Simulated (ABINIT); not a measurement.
An input for ABINIT 10.8.3 (SnSe2 (P-3m1)):

```
acell 3*1.0 Angstrom
rprim 
  3.810999999987 0.000000000003 0.000000000000
  -1.905499999996 3.300422813810 0.000000000000
  0.000000000000 0.000000000000 6.136000000000
ntypat 2
znucl 50 34
natom 3
typat 1 2 2
xred 
  0.000000000000 0.000000000000 0.000000000000
  0.333333333333 0.666666666667 0.249000000000
  0.666666666667 0.333333333333 0.751000000000
pp_dirpath "pseudos"
pseudos "Sn.upf, Se.upf"
ecut 48
ngkpt 3 3 2
nshiftk 1
shiftk 0 0 0
kptopt 1
chksymbreak 0
istwfk *1
occopt 1
irdwfk 1
optdriver 3
nband 140
ecuteps 3.9
inclvkb 2
awtr 1
symchi 1
irdqps 1
gwcalctyp 10
nqptdm 5
qptdm 
  0.3333333333 0.0000000000 0.0000000000
  0.3333333333 0.3333333333 0.0000000000
  0.0000000000 0.0000000000 0.5000000000
  0.3333333333 0.0000000000 0.5000000000
  0.3333333333 0.3333333333 0.5000000000
indata_prefix "in"
outdata_prefix "out"
tmpdata_prefix "tmp"
```

```sh
OMP_NUM_THREADS=1 mpirun -n 4 abinit run.abi > log; mrgscr < mrgscr.stdin
```

Question: How long will it take on 4 MPI ranks of Arm Neoverse V1, shared host, and how much memory?

It took 31 s; on shared hardware allow 16 s to 62 s. Peak host memory was 1.1 GiB.

[Paths, hosts, dates, memory and timing lines, banners, echoed tables and standing remarks are left out of the program output.]

[Logs are printed without paths, hosts, clocks, repeated set-up lines and the standing remarks that a program may print on its own settings, such as how far it seeks lower states.]

[Runs of the session that timed out or met a known fault of the program may be left out.]

[Hosts, paths, dates, database ids (printed as entryN), source tags and the programs' standing remarks are cut or masked in the printed files.]

[G0W0 gaps are taken among the corrected bands and points alone; a level outside them can change the order at an edge.]

[Where Ansatz stands beside ABINIT at settings called matched, ABINIT's density can come from a denser mesh and the files from another edition; pairs whose starting gaps differed by over 0.03 eV were left out, so agreement reads better than it is.]
